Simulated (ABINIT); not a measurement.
# GaAs (F-43m): G0W0 with ABINIT, start to end

Aim: the G0W0 gap of GaAs (F-43m) on PBE, step by step.

Program: ABINIT 10.8.3. Level of theory: PBE and many-body steps on it, plane waves. Results are calculated unless marked as measured.

**The experiments to reproduce.**

- Gap 1.51 eV: band-edge emission energy from PL (direct gap at Gamma); photoluminescence, 633 nm excitation; 77 K; bulk crystal (MBE GaAs matrix around a thin InAs wetting layer on semi-insulating GaAs (100)) (“Photoluminescence of InAs/GaAs quantum dots under direct two-photon excitation”, 2020, pmc:7331710).

- Gap 1.418 ± 0.005 eV: direct gap E0 at Gamma from PR; modulated photoreflectance, low-field lineshape fit; 300 K; bulk crystal (semi-insulating GaAs(001) reference substrate) (“Evidence of valence band perturbations in GaAsN/GaAs(001): A combined variable-angle spectroscopic ellipsometry and modulated photoreflectance investigation”, 2008, arxiv:0805.2212).

- Gap 1.42 eV: fundamental direct gap E0 at Gamma, seen as sharp points in Psi and Delta; spectroscopic ellipsometry; 300 K; bulk crystal (semi-insulating GaAs (100) substrate) (“Ellipsometric study of the Electronic Structure of GaMnAs and LT-GaAs”, 2004, arxiv:cond-mat/0404304).

- Gap 1.412 ± 0.01 eV: direct gap E0 at Gamma from ellipsometry; variable-angle spectroscopic ellipsometry, parametric critical-point fit; 300 K; bulk crystal (semi-insulating GaAs(001) reference substrate with native oxide) (“Evidence of valence band perturbations in GaAsN/GaAs(001): A combined variable-angle spectroscopic ellipsometry and modulated photoreflectance investigation”, 2008, arxiv:0805.2212).

Most raw output is cut from this account.

**1. Starting point**

Symmetry: F-43m, No. 216, cubic system. The conventional cell has a = 5.654 Å, b = 5.654 Å, c = 5.654 Å, α = 90.00°, β = 90.00°, γ = 90.00°. Nearest to Ga lie 4 As at 2.45 Å. As has 4 Ga at 2.45 Å nearest. Farther neighbours are not listed.

Structure file:

```cif
data_structure
_symmetry_space_group_name_H-M 'F-43m'
_symmetry_Int_Tables_number 216
_cell_length_a 5.6537
_cell_length_b 5.6537
_cell_length_c 5.6537
_cell_angle_alpha 90.000
_cell_angle_beta 90.000
_cell_angle_gamma 90.000
_cell_volume 180.72
loop_
_atom_site_label
_atom_site_type_symbol
_atom_site_symmetry_multiplicity
_atom_site_Wyckoff_symbol
_atom_site_fract_x
_atom_site_fract_y
_atom_site_fract_z
_atom_site_occupancy
Ga1 Ga 4 a 0.00000 0.00000 0.00000 1
As1 As 4 d 0.25000 0.25000 0.75000 1
```

The cell and positions come from the Crystallography Open Database and are kept as given unless a step says otherwise.

**2. Ground state**

This step: ABINIT 10.8.3; DFT, PBE, plane waves, norm-conserving pseudopotentials.

The ground-state density comes first.

run.abi

```
acell 3*1.0 Angstrom
rprim 
  0.000000000000 2.826850000000 2.826850000000
  2.826850000000 0.000000000000 2.826850000000
  2.826850000000 2.826850000000 0.000000000000
ntypat 2
znucl 31 33
natom 2
typat 1 2
xred 
  0.000000000000 0.000000000000 0.000000000000
  0.250000000000 0.250000000000 0.250000000000
pp_dirpath "pseudos"
pseudos "Ga.upf, As.upf"
ecut 45
ngkpt 6 6 6
nshiftk 1
shiftk 0 0 0
kptopt 1
chksymbreak 0
nband 27
occopt 1
tolvrs 1e-10
nstep 60
prtwf 0
optforces 0
optstress 0
indata_prefix "in"
outdata_prefix "out"
tmpdata_prefix "tmp"
```

On the command line:

```
$ OMP_NUM_THREADS=1 mpirun -n 4 abinit run.abi > log
```

Run time: 26 s. Hardware: 4 MPI ranks of Arm Neoverse V1, shared host; peak memory 0.35 GiB.

Numbers from this step:

| Quantity | Value |
| --- | --- |
| total energy | -15063.8764 eV |
| gap | 0.5078 eV |
| k of the valence top | 0, 0, 0 |
| k of the conduction bottom | 0, 0, 0 |
| least direct gap | 0.5078 eV |

The gap is direct, at Γ.

**3. Bands along the symmetry lines**

The cheap functional maps the bands first; the places of the edges decide which points the dearer methods must see.

run.abi

```
acell 3*1.0 Angstrom
rprim 
  0.000000000000 2.826850000000 2.826850000000
  2.826850000000 0.000000000000 2.826850000000
  2.826850000000 2.826850000000 0.000000000000
ntypat 2
znucl 31 33
natom 2
typat 1 2
xred 
  0.000000000000 0.000000000000 0.000000000000
  0.250000000000 0.250000000000 0.250000000000
pp_dirpath "pseudos"
pseudos "Ga.upf, As.upf"
ecut 45
iscf -2
irdden 1
kptopt 0
nkpt 50
kpt 
  0.00000000 0.00000000 0.00000000
  -0.06250000 -0.06250000 0.00000000
  -0.12500000 -0.12500000 0.00000000
  -0.18750000 -0.18750000 0.00000000
  -0.25000000 -0.25000000 0.00000000
  -0.31250000 -0.31250000 0.00000000
  -0.37500000 -0.37500000 0.00000000
  -0.43750000 -0.43750000 0.00000000
  -0.50000000 -0.50000000 0.00000000
  -0.48437500 -0.48437500 0.03125000
  -0.46875000 -0.46875000 0.06250000
  -0.45312500 -0.45312500 0.09375000
  -0.43750000 -0.43750000 0.12500000
  -0.42187500 -0.42187500 0.15625000
  -0.40625000 -0.40625000 0.18750000
  -0.39062500 -0.39062500 0.21875000
  -0.37500000 -0.37500000 0.25000000
  -0.37500000 0.00000000 0.37500000
  -0.32812500 0.00000000 0.32812500
  -0.28125000 0.00000000 0.28125000
  -0.23437500 0.00000000 0.23437500
  -0.18750000 0.00000000 0.18750000
  -0.14062500 0.00000000 0.14062500
  -0.09375000 0.00000000 0.09375000
  -0.04687500 0.00000000 0.04687500
  0.00000000 0.00000000 0.00000000
  0.00000000 0.00000000 0.06250000
  0.00000000 0.00000000 0.12500000
  0.00000000 0.00000000 0.18750000
  0.00000000 0.00000000 0.25000000
  0.00000000 0.00000000 0.31250000
  0.00000000 0.00000000 0.37500000
  0.00000000 0.00000000 0.43750000
  -0.00000000 -0.00000000 0.50000000
  -0.06250000 -0.03125000 0.46875000
  -0.12500000 -0.06250000 0.43750000
  -0.18750000 -0.09375000 0.40625000
  -0.25000000 -0.12500000 0.37500000
  -0.31250000 -0.15625000 0.34375000
  -0.37500000 -0.18750000 0.31250000
  -0.43750000 -0.21875000 0.28125000
  -0.50000000 -0.25000000 0.25000000
  -0.50000000 -0.28125000 0.21875000
  -0.50000000 -0.31250000 0.18750000
  -0.50000000 -0.34375000 0.15625000
  -0.50000000 -0.37500000 0.12500000
  -0.50000000 -0.40625000 0.09375000
  -0.50000000 -0.43750000 0.06250000
  -0.50000000 -0.46875000 0.03125000
  -0.50000000 -0.50000000 0.00000000
istwfk *1
nband 29
nbdbuf 2
tolwfr 1e-08
nstep 40
prtwf 0
prtvol 0
indata_prefix "in"
outdata_prefix "out"
tmpdata_prefix "tmp"
```

Elapsed: 29 s, on 4 MPI ranks; peak memory 0.36 GiB; 1.9 min of CPU time.

Numbers from this step:

```
gap                        : 0.5078 eV
k of the valence top       : 0, 0, 0
k of the conduction bottom : 0, 0, 0
least direct gap           : 0.5078 eV
```

The gap is 0.508 eV, as in the run before at this level.

The electronic bands at the labelled points (eV, zero at the top of the highest filled band):

```
    point  band 19  band 20  band 21  band 22  band 23  band 24  band 25  band 26
        Γ   -12.73     0.00     0.00     0.00     0.51     3.74     3.74     3.74
  halfway   -11.80    -4.09    -1.69    -1.69     1.99     3.27     6.62     6.62
        X   -10.23    -6.82    -2.68    -2.68     1.47     1.66    10.18    10.18
  halfway   -10.22    -6.77    -3.20    -2.57     1.66     2.57     9.21     9.43
        U   -10.27    -6.63    -3.86    -2.26     1.97     4.64     7.96     8.07
jump to K   -10.27    -6.63    -3.86    -2.26     1.97     4.64     7.96     8.07
  halfway   -11.72    -4.56    -2.44    -0.68     2.68     4.77     4.81     5.65
        Γ   -12.73     0.00     0.00     0.00     0.51     3.74     3.74     3.74
  halfway   -12.04    -4.14    -0.68    -0.68     1.45     4.60     4.60     5.96
        L   -10.97    -6.64    -1.14    -1.14     1.00     4.65     4.65     7.76
  halfway   -10.63    -6.49    -3.22    -1.94     3.03     4.18     6.35     7.70
        W   -10.17    -6.63    -3.53    -3.34     4.62     4.73     5.42     6.05
  halfway   -10.20    -6.73    -3.14    -3.04     2.56     2.76     8.15     8.36
        X   -10.23    -6.82    -2.68    -2.68     1.47     1.66    10.18    10.18
```

**4. Empty states on the mesh, 4×4×4 mesh, 132 bands**

The sums over transitions need many empty states on a uniform mesh; this step solves for them.

run.abi

```
acell 3*1.0 Angstrom
rprim 
  0.000000000000 2.826850000000 2.826850000000
  2.826850000000 0.000000000000 2.826850000000
  2.826850000000 2.826850000000 0.000000000000
ntypat 2
znucl 31 33
natom 2
typat 1 2
xred 
  0.000000000000 0.000000000000 0.000000000000
  0.250000000000 0.250000000000 0.250000000000
pp_dirpath "pseudos"
pseudos "Ga.upf, As.upf"
ecut 45
ngkpt 4 4 4
nshiftk 1
shiftk 0 0 0
kptopt 1
chksymbreak 0
irdden 1
istwfk *1
nband 132
prtvol 0
optdriver 6
gwr_task "HDIAGO"
paral_kgb 0
occopt 1
indata_prefix "in"
outdata_prefix "out"
tmpdata_prefix "tmp"
```

Run time: 2 min. Hardware: 4 MPI ranks; peak memory 4.4 GiB.

This step gave:

```yaml
gap: 0.5078 eV
k_of_the_valence_top: 0, 0, 0
k_of_the_conduction_bottom: 0, 0, 0
least_direct_gap: 0.5078 eV
k_points_computed: 8
lowest_point_of_the_top_converged_band_above_the_valence_top: 87.1279 eV
```

On this mesh the gap is 0.508 eV.

**5. Screening, 4×4×4 mesh, 124 bands, screening to 163.3 eV**

The RPA dielectric matrix is built and inverted for each q.

This step: RPA screening on PBE, plane waves, norm-conserving pseudopotentials.

Changes to run.abi since step 4:

```diff
@@ -20,10 +20,11 @@
 chksymbreak 0
-irdden 1
 istwfk *1
-nband 132
-prtvol 0
-optdriver 6
-gwr_task "HDIAGO"
-paral_kgb 0
 occopt 1
+irdwfk 1
+optdriver 3
+nband 124
+ecuteps 6
+inclvkb 2
+awtr 1
+symchi 1
 indata_prefix "in"
```

Elapsed: 58 s, on 4 MPI ranks; peak memory 1.2 GiB; 3.9 min of CPU time.

Numbers from this step:

| Quantity | Value |
| --- | --- |
| ε∞ with local fields, on this mesh, along the program's q direction | 140.7 |
| the same without local fields | 149.6 |
| plasma frequency | 36.65 eV |
| plane waves in the screening matrix | 181 |

Local fields lower ε∞ by 6 %. The value itself is an artefact of the mesh, where one narrow direct gap carries too much weight.

**6. Self-energy, 4×4×4 mesh, 124 bands, screening to 163.3 eV**

The self-energy is evaluated for the states that the input lists, and the levels follow from it, in one-shot runs by the linearised quasiparticle equation.

This step: G0W0 on PBE, plane waves, norm-conserving pseudopotentials.

Changes to run.abi since step 5:

```diff
@@ -23,8 +23,15 @@
 irdwfk 1
-optdriver 3
+optdriver 4
 nband 124
+gwcalctyp 0
+ecutsigx 45
+symsigma 1
+nkptgw 1
+kptgw 
+  0.0000000000 0.0000000000 0.0000000000
+bdgw 
+  20 26
 ecuteps 6
-inclvkb 2
-awtr 1
-symchi 1
+irdscr 1
+ppmodel 1
 indata_prefix "in"
```

Wall time 7.4 s (4 MPI ranks); peak memory 0.83 GiB; 29 s of CPU time.

Numbers from this step:

- G0W0 gap on the points computed: 1.133 eV
- starting gap on the mesh: 0.5078 eV
- k of the valence top: 0, 0, 0
- k of the conduction bottom: 0, 0, 0
- Z at the valence top: 0.799
- Z at the conduction bottom: 0.803
- least direct G0W0 gap on the computed points: 1.133 eV

The gap on the mesh goes from 0.51 eV to 1.13 eV, a correction of +0.63 eV.

Limits: finite bands, cutoff and mesh; no spin-orbit coupling; coarse k mesh. v1 is the top filled band, c1 the lowest empty one. Levels before and after the correction, in eV, zero at the valence-band top of each column:

```
           conduction bottom  valence top
Kohn-Sham               0.51         0.00
     G0W0               1.13         0.00
```

```
             level  energy (eV)
Kohn-Sham  Γ v3-v1        0.000
Kohn-Sham     Γ c1        0.508
Kohn-Sham  Γ c2-c4        3.737
     G0W0  Γ v3-v1        0.000
     G0W0     Γ c1        1.133
     G0W0  Γ c2-c4        4.269
```

**7. Where the time went**

Times are wall times on 4 MPI ranks of Arm Neoverse V1, shared host, good to a factor of about two.

```
                          step   time  share  memory (GiB)
                  ground state   26 s   11 %          0.35
bands along the symmetry lines   29 s   12 %          0.36
      empty states on the mesh  2 min   50 %           4.4
                     screening   58 s   24 %           1.2
                   self-energy  7.4 s    3 %          0.83
```

**8. Outcome**

```
PBE gap              : 0.51 eV, direct
G0W0 gap on the mesh : 1.13 eV
GW settings          : 4×4×4 mesh, 124 bands, screening to 163.3 eV, Godby-Needs plasmon pole
known limits         : not at the basis limit; screening runs away on this mesh; no spin-orbit coupling; coarse k mesh
```

**Reading.** G0W0 moves the gap on the mesh from 0.51 eV to 1.13 eV (+0.63 eV), with Z of 0.80 and 0.80 at the edges. Local fields lower the RPA ε∞ on this mesh from 149.57 to 140.68; a Γ-centred mesh this coarse tends to raise both, most where the direct gap is narrow, while a short band sum lowers them. Only 1 of the mesh's irreducible points was corrected, so a valley elsewhere could overtake. The dearest step here is «empty states on the mesh». Against experiment, by G0W0@PBE: the direct gap of 1.13 eV lies −0.38 eV from the measured 1.51 eV (exciton, 77 K, 2020); the direct gap of 1.13 eV lies −0.28 eV from the measured 1.418 ± 0.005 eV (direct, 300 K, 2008); the direct gap of 1.13 eV lies −0.29 eV from the measured 1.42 eV (direct, 300 K, 2004); the direct gap of 1.13 eV lies −0.28 eV from the measured 1.412 ± 0.01 eV (direct, 300 K, 2008). An exciton line or allowed optical edge lies below the quasiparticle gap by the binding energy; a forbidden edge can push the onset above it. The calculation has static nuclei and no excitons; a measured gap holds zero-point and thermal motion, which mostly lowers it. Bands and cutoff are finite, so the gap is not at the basis limit. The miss can reach some tenths of an eV and take either sign; the mesh is an error of its own. In the G0W0 run levels were corrected at 1 k point alone, so a gap called «on the mesh» is the least over those, and an edge elsewhere would be missed. The 4×4×4 mesh is coarse for this cell, which bears on the long-range parts of exchange and screening. On this mesh the RPA ε∞ passes 90, more than nearly any semiconductor shows; a coarse mesh does this where one point with a narrow direct gap carries much weight. The screening is then too strong, and the G0W0 gap should not be taken as the material's. The many-body steps are scalar-relativistic: spin-orbit coupling is not in them.

[Paths, hosts, dates, memory and timing lines, banners, echoed tables and standing remarks are left out of the program output.]

[Logs are printed without paths, hosts, clocks, repeated set-up lines and the standing remarks that a program may print on its own settings, such as how far it seeks lower states.]

[Runs of the session that timed out or met a known fault of the program may be left out.]

[Hosts, paths, dates, database ids (printed as entryN), source tags and the programs' standing remarks are cut or masked in the printed files.]

[G0W0 gaps are taken among the corrected bands and points alone; a level outside them can change the order at an edge.]

[Where Ansatz stands beside ABINIT at settings called matched, ABINIT's density can come from a denser mesh and the files from another edition; pairs whose starting gaps differed by over 0.03 eV were left out, so agreement reads better than it is.]
